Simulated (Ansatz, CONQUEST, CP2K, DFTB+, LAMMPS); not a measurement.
## Codes compared on liquid tetrahydrofuran at 300 K (117 atoms)

How near do other programs and methods come to a plane-wave reference for liquid tetrahydrofuran at 300 K (117 atoms)? A plane-wave run serves as the reference.

Method: Kohn-Sham DFT, PBE, PAW, plane waves, in Ansatz 0.2.0.

## (1) Set-up

The cell holds 117 atoms: 36 C, 9 O and 72 H. Cell: a = 10.658 Å, b = 10.658 Å, c = 10.658 Å, α = 90.0°, β = 90.0°, γ = 90.0°. 9 tetrahydrofuran placed at random, at 0.89 g/cm³; overlaps pushed apart, then 10 ps at 450 K with MMFF94 bonds, angles, torsions, charges and radii (Halgren, J. Comput. Chem. 17, 490 (1996)) in harmonic and 12-6 forms. Snapshot after 20 ps at 300 K and fixed volume.

## (2) Plane-wave reference

The PAW files are the set soft_2.

input.yaml

```yaml
crystal:
  lattice:
    - [10.65842, 0.0, 0.0]
    - [0.0, 10.65842, 0.0]
    - [0.0, 0.0, 10.65842]
  atoms:
    - { symbol: C, position: [0.40588, 0.49652, 0.83655] }
    - { symbol: C, position: [0.52204, 0.46634, 0.90474] }
    - { symbol: C, position: [0.51324, 0.55803, 0.02172] }
    - { symbol: O, position: [0.45524, 0.67295, 0.97582] }
    [... 107 atom lines left out ...]
    - { symbol: H, position: [0.7666, 0.19772, 0.37331] }
    - { symbol: H, position: [0.67914, 0.13031, 0.25077] }
    - { symbol: H, position: [0.75482, 0.40214, 0.27285] }
    - { symbol: H, position: [0.59988, 0.34784, 0.23098] }
    - { symbol: H, position: [0.89534, 0.27598, 0.00608] }
    - { symbol: H, position: [0.76689, 0.17135, 0.01593] }
kpoints:
  mp_grid: { grid: [1, 1, 1] }
hamiltonian:
  xc: pbe
scf:
  occupations: { method: fermi_dirac, width: 0.05 }
output:
  forces: true
  eigenvalues: true
  populations: true
  stress: true
```

Started as:

```
$ ansatz run input.yaml --threads 4 --pin off --max-ram 8192MiB --backend cpu --events-out ev --progress --plain --runs-dir out
```

What it wrote:

```text
[...]
Pseudopotentials: kind: paw
Pseudopotential: C, paw, valence charge 4, recommended cutoff 420 eV (normal), C.paw.azcp
Pseudopotential: O, paw, valence charge 6, recommended cutoff 420 eV (normal), O.paw.azcp
Pseudopotential: H, paw, valence charge 1, recommended cutoff 420 eV (normal), H.paw.azcp
[... 5 lines on functional and potentials left out ...]
Crystal: 117 atoms, lattice volume = 1210.817 Å³
Basis set: ecut = 420 eV, 23703 PW (Γ), exchange–correlation on 144×144×144 points (8 copies of the dense FFT grid, shifted against one another)
Bands: 252, of which v1, the nominal top of the filled ones, is band 135 counted from 1 (134 counted from 0)
Symmetry: 1 space group operations
Space group: P1 (ITA 1), of the structure as read, at distance tolerance 1.1e-4 Å
k-points: 1
[... 7 lines on functional and potentials left out ...]
Initial density: superposition of atomic densities (neutral atoms: chi_scale 0, normalization atom), corrected by the library's trained network
Initial wavefunctions: pseudopotential atomic-orbital guess
[...]
SCF iter   1: F=—  HF=-15285.636095 eV  |F-HF|=—  |Δ(HF+E_count)|=         —  Δρ=6.87e-3  dr2=8.43e-1  ethr=1.77e-3  ⟨swp⟩=6.0  Hψ=1165  notcnv=0  defer=25
preconditioner: auto → Resta (q_TF=auto, 2.125 Å⁻¹)  ε∞=2.3  [insulator: Δε(μ)=4.468 eV  Ē_g=14.924 eV  σ=0.050 eV  W_gap=1.00  n_scr=178 (ndim 8)  ℏωp=16.9 eV  f_vac=0.256  D(μ)=0.00/eV (n_scr^D=0)  ε∞_Penn≈2.3]
[...]
SCF iter   8: F=—  HF=-15285.454183 eV  |F-HF|=—  |Δ(HF+E_count)|=   6.07e-7  Δρ=7.00e-6  dr2=6.05e-7  ethr=2.99e-9  ⟨swp⟩=2.0  Hψ=424  notcnv=0  defer=109
SCF iter   9: F=-15285.454183 eV  HF=-15285.454183 eV  |F-HF|=3.03e-8  |Δ(HF+E_count)|=   4.46e-8  Δρ=2.42e-6  dr2=7.34e-8  ethr=3.70e-11  ⟨swp⟩=15.0  Hψ=1725  notcnv=0
SCF 1 converged in 9 iterations: F = -15285.454183 eV  dr2 = 7.34e-8
[...]
SCF converged after 9 iterations
Free energy (F): -15285.454183 eV
Harris-Foulkes:  -15285.454183 eV  (|F-HF|=3.03e-8)
Internal energy: -15285.454183 eV  (E = F + TS)
E sigma→0 (E₀):  -15285.454183 eV
Fermi energy:    1.273938 eV
--- Per-component energies (eV) ---
[...]
Σ components = -15285.454183   (vs F -15285.454183, Δ=0.00e0)
--- Forces (eV/Å), atoms counted from 1 ---
  atom   1  C     -2.04223508     1.87948050     0.09933585
  atom   2  C      0.41225812    -0.72559364     1.12335399
  atom   3  C     -0.34774264    -0.59005777    -0.82125867
  atom   4  O      0.01228526    -1.33254438    -0.36642807
[...]
atom 117  H     -0.55308410    -0.52204513    -0.53312736
  max |Σ_I F_I| component: 2.88e-4 eV/Å
--- Stress (GPa, compression-positive) ---
        2.042560      -0.306815      -1.172585
       -0.306815       2.585011      -0.329005
       -1.172584      -0.329005       2.521418
  P = ⅓ Tr σ = 2.3830 GPa (23.830 kbar)
--- Band table (eV) ---
  k-point 0: bands = ["-21.5109", "-21.5012", "-21.3980", "-21.2853", [... 236 levels ...], "10.5793", "10.6306", "10.6895", "10.7418", "10.7981", "10.8647", "10.9517", "11.0012", "11.0334", "11.0472", "11.1231", "11.1641"]
--- Löwdin populations: 117 sites ---
  site symbol       q [e]
     0      C      4.2717
     1      C      4.2664
     2      C      4.0674
[...]
116      H      0.8440
  spilling = 0.013296 (of n_electrons = 270.000000)
```

Wall time 12 s (4 threads of Intel Xeon Platinum 8375C at 2.90GHz (Ice Lake), shared host); peak memory 1.3 GiB.

The column dr2 measures how far the density is from self-consistency, as an energy; F and HF (Harris–Foulkes) agree once it is small.

Numbers from this run:

| Item | Value |
| --- | --- |
| free energy | -15285.4542 eV |
| free energy per atom | -130.6449 eV/atom |
| SCF cycles | 9 |
| pressure | 2.383 GPa |
| r.m.s. force component | 0.8228 eV/Å |
| longest force | 4.54 eV/Å |
| Fermi energy | 1.274 eV |
| gap (highest filled to lowest empty level) | 4.063 eV |
| spilling of the projection | 0.0133 |

Length of the force by element:

```csv
element,coordination,atoms,mean length of the force (eV/Å),spread,least,most
C,all,36,1.80,0.797,0.850,4.54
H,all,72,0.881,0.615,0.109,3.68
O,all,9,1.20,0.437,0.684,1.99
```

Löwdin charges by element (they lack the spilled electrons, 0.031 e an atom on average):

```csv
element,coordination,atoms,mean charge (e),spread,least,most
C,all,36,-0.168,0.115,-0.304,-0.0318
H,all,72,0.180,0.0166,0.130,0.212
O,all,9,-0.368,0.0079,-0.378,-0.351
```

The levels nearest the highest filled one (over half full), pooled over k-points and spins:

```csv
level less the highest filled one (eV),occupation
-0.345,2
-0.32,2
-0.223,2
-0.188,2
-0.0333,2
0,2
4.06,0
4.64,0
4.68,0
4.89,0
5.08,0
5.19,0
```

The run ends at a pressure of 2.38 GPa, with forces up to 4.5 eV/Å.

## (3) Structure statistics

Density 0.89 g/cm³, 10.35 Å³ an atom.

Pair distribution functions g(r), in bins of 0.2 Å:

```csv
r (Å),total,H-H,H-C,H-O,C-C,C-O,O-O
1.00,2.23,0.00,5.85,0.00,0.00,0.00,0.00
1.20,1.99,0.00,5.25,0.00,0.00,0.00,0.00
1.40,0.83,0.00,0.00,0.00,2.39,12.90,0.00
1.60,0.68,0.20,0.00,0.00,6.35,0.00,0.00
1.80,0.72,1.91,0.00,0.00,0.00,0.00,0.00
2.00,0.59,0.04,0.39,4.49,0.00,0.00,0.00
2.20,2.02,0.60,3.87,1.79,1.31,0.57,0.00
2.40,1.04,1.60,0.00,0.00,2.44,4.18,0.00
2.60,0.73,1.35,0.40,0.66,0.00,0.00,0.00
2.80,0.93,1.27,0.83,1.42,0.00,0.00,0.00
3.00,0.78,1.10,0.68,1.08,0.00,0.00,0.00
3.20,0.84,0.56,1.32,1.08,0.00,0.56,0.00
3.40,0.87,0.97,0.94,1.37,0.00,0.51,0.00
3.60,0.63,0.70,0.66,0.98,0.06,0.45,0.00
3.80,0.94,1.25,0.77,0.73,0.91,0.60,0.00
4.00,0.86,0.94,0.76,1.02,0.79,1.02,0.00
4.20,0.94,1.00,0.86,1.09,1.14,0.25,1.35
4.40,0.95,1.01,1.00,0.69,0.66,1.23,0.59
4.60,0.91,0.86,1.05,0.74,0.74,0.63,2.27
4.80,1.01,0.96,1.13,0.81,0.93,0.97,1.56
5.00,1.19,1.19,1.12,0.89,1.72,1.36,0.46
5.20,1.11,0.99,1.10,1.24,1.34,1.32,1.77
```

Bonds by pair of elements; cutoffs follow the first minimum of g(r), held within bounds set by covalent radii, and pairs that aren't listed don't count as bonded:

```csv
pair A-B,cutoff (Å),bonds,mean length (Å),spread (Å),shortest (Å),B about A,A about B
H-C,1.34,72,1.10,0.029,1.01,1,2
C-C,1.85,27,1.51,0.024,1.47,1.5,1.5
C-O,1.73,18,1.44,0.023,1.40,0.5,2
```

How many atoms have how many bonded neighbours:

```csv
element,mean,1,2,4
C,4,0,0,36
H,1,72,0,0
O,2,0,9,0
```

Rings of the network by King's shortest-path rule, up to 12 atoms, one path for each pair of neighbours; H, halogens, alkali and alkaline-earth atoms are left out, and the last column divides by all other atoms, bonded or not:

```csv
ring size (atoms),rings,per network atom
5,9,0.2
```

## (4) The ladder

The programs:
- CONQUEST 1.3: pseudo-atomic orbitals (double zeta with polarisation, or contracted to multi-site or on-site support functions) with norm-conserving potentials on an integration grid.
- CP2K 2026.2: Gaussian basis with GTH pseudopotentials and a plane-wave density; labels give functional, basis (MOLOPT sets; SR short-range, UZH the newer set with its own potentials), grid cutoff/relative cutoff and solver (OT: orbital transformation; TRS4, TC2, SIGN: linear-scaling purification with its sparsity filter), or its built-in tight binding.
- DFTB+ 25.1: tight binding, with Slater–Koster sets (DFTB) or xTB through its tblite library.

All use the same cell and atoms; the electronic-structure runs use the same k-mesh, and an electronic temperature of 580 K (0.05 eV) where levels are smeared.

Differences are against the plane-wave reference, forces as r.m.s. over components; share is that over the reference's r.m.s. force, slope the least-squares factor from reference forces to these. Total energies of different programs have different zeros and aren't compared.

```csv
run,"Δ force, r.m.s. (meV/Å)",share (%),slope,Δ pressure (GPa),Δ gap (eV),cores,CPU time,memory (GiB)
reference,-,-,-,-,-,4,40 s,1.3
"CONQUEST PBE, grid 120 Ha",254,30.9,1.060,2.01,0.159,4,8.3 min,6.5
"CP2K PBE, DZVP-MOLOPT-SR, 600/50 Ry, diagonalisation",95.9,11.7,1.037,0.344,1.71,2,11 min,3.5
"CP2K PBE, DZVP-MOLOPT-SR, 600/70 Ry, diagonalisation",95.9,11.7,1.037,0.344,1.71,2,13 min,3.5
"CP2K PBE, DZVP-MOLOPT-SR, 840/50 Ry, diagonalisation",95.3,11.6,1.038,0.344,1.71,4,17 min,6.2
DFTB+ DFTB 3ob-3-1,138,16.8,0.987,-0.597,6.99,1,1 s,0.16
DFTB+ DFTB mio-1-1,300,36.5,1.045,0.936,6.78,1,0.76 s,0.16
```

CPU time is summed over cores on a shared host, where runs went side by side, so it is rough. Symmetry, cutoffs, thresholds, outputs and thread counts weren't matched or tuned between programs; memory under MPI is the largest rank's times the ranks.

Runs without a result: DFTB+ IPEA1-xTB (ended with an error: overlap matrix not positive definite).

Mean charges by element (e), by run and scheme:

```csv
run,scheme,C,O,H
reference,Löwdin,-0.17,-0.37,+0.18
"CP2K PBE, DZVP-MOLOPT-SR, 600/50 Ry, diagonalisation",Mulliken,-0.11,-0.19,+0.08
"CP2K PBE, DZVP-MOLOPT-SR, 600/70 Ry, diagonalisation",Mulliken,-0.11,-0.19,+0.08
"CP2K PBE, DZVP-MOLOPT-SR, 840/50 Ry, diagonalisation",Mulliken,-0.11,-0.19,+0.08
DFTB+ DFTB 3ob-3-1,Mulliken,0.00,-0.42,+0.05
DFTB+ DFTB mio-1-1,Mulliken,0.00,-0.37,+0.05
```

The reference's Löwdin charges lack the electrons that the projection spills, 0.031 e an atom on average.

Within one program, basis, potentials and functional, energies share a zero. Each run against its twin at the usual cutoff or grid and solver:

```csv
run,twin,Δ energy (meV/atom),"Δ force, r.m.s. (meV/Å)",CPU time over the twin's
"CP2K PBE, DZVP-MOLOPT-SR, 600/70 Ry, diagonalisation","DZVP-MOLOPT-SR, 600/50 Ry, diagonalisation",0,0,1.2
"CP2K PBE, DZVP-MOLOPT-SR, 840/50 Ry, diagonalisation","DZVP-MOLOPT-SR, 600/50 Ry, diagonalisation",-0.0173,15.5,1.5 (this twin ran on 2 cores)
```

## (5) Summary of results

| Quantity | Value |
| --- | --- |
| reference r.m.s. force component | 0.823 eV/Å |
| nearest in forces | a tie at 12 % of 3 runs: CP2K PBE, DZVP-MOLOPT-SR, 600/50 Ry, diagonalisation; CP2K PBE, DZVP-MOLOPT-SR, 600/70 Ry, diagonalisation; CP2K PBE, DZVP-MOLOPT-SR, 840/50 Ry, diagonalisation |
| farthest in forces | DFTB+ DFTB mio-1-1, 37 % |
| cheapest electronic-structure run beside the reference | DFTB+ DFTB mio-1-1, 0.76 s of CPU time |

What this shows: The PBE runs in local orbitals differ by 12 % (CP2K PBE, DZVP-MOLOPT-SR, 840/50 Ry, diagonalisation) to 31 % (CONQUEST PBE, grid 120 Ha); basis, grid and potentials can all enter. Tight binding differs by 17 % (DFTB+ DFTB 3ob-3-1) to 37 % (DFTB+ DFTB mio-1-1); it is another model, with fitted parameters. Of the electronic-structure runs that take under half the reference's CPU time, DFTB+ DFTB 3ob-3-1 comes nearest, at 17 % in 1 s against 40 s. At the same functional, gaps differ from the reference's 4.06 eV by between +0.16 and +1.71 eV. A likely cause of the wide gaps: compact atomic orbitals describe empty levels worse than filled ones. In pressure, CONQUEST PBE, grid 120 Ha misses by +2.0 GPa, at the same functional. Charges hang on model, scheme and program or settings: among these rows the mean for O runs from -0.42 to -0.19 e. In the reference: filled and empty levels are parted by 4.06 eV (at Γ alone); a semilocal functional tends to put such gaps too low. In a disordered cell it changes from sample to sample and from frame to frame. In the reference: mean Löwdin charges: C -0.17, H +0.18, O -0.37 e (they miss 1.3 % of the electrons, so they add up to more than the cell's charge). With short bonds to hydrogen, sets of potentials differ among themselves by several per cent in forces even at converged cutoffs, so the reference isn't exact here either. The network of contacts between molecules at the start is that of the classical potential that made the cell, and needn't be the one that DFT or experiment would give. The reference's PBE has no dispersion term, which matters for the binding between molecules or layers. The density was typed from a rule of thumb and may lie off the real one at this temperature. The electronic-structure runs sample only Γ, in a cell whose shortest periodic width is 11 Å.

[Also dropped from logs without a mark: logging warnings of Python, and SIESTA's first energy breakdown and zero terms.]

[Logs are printed without paths, hosts, clocks, repeated set-up lines and the standing remarks that a program may print on its own settings, such as how far it seeks lower states.]

[Hosts, paths, dates, database ids (printed as entryN), source tags and the programs' standing remarks are cut or masked in the printed files.]

[The MMFF94 radii named for the starting cell were scaled by 0.96; in molecules described by MMFF94, hydrogen bound to N, O or S took a small fixed 12-6 site in their place.]
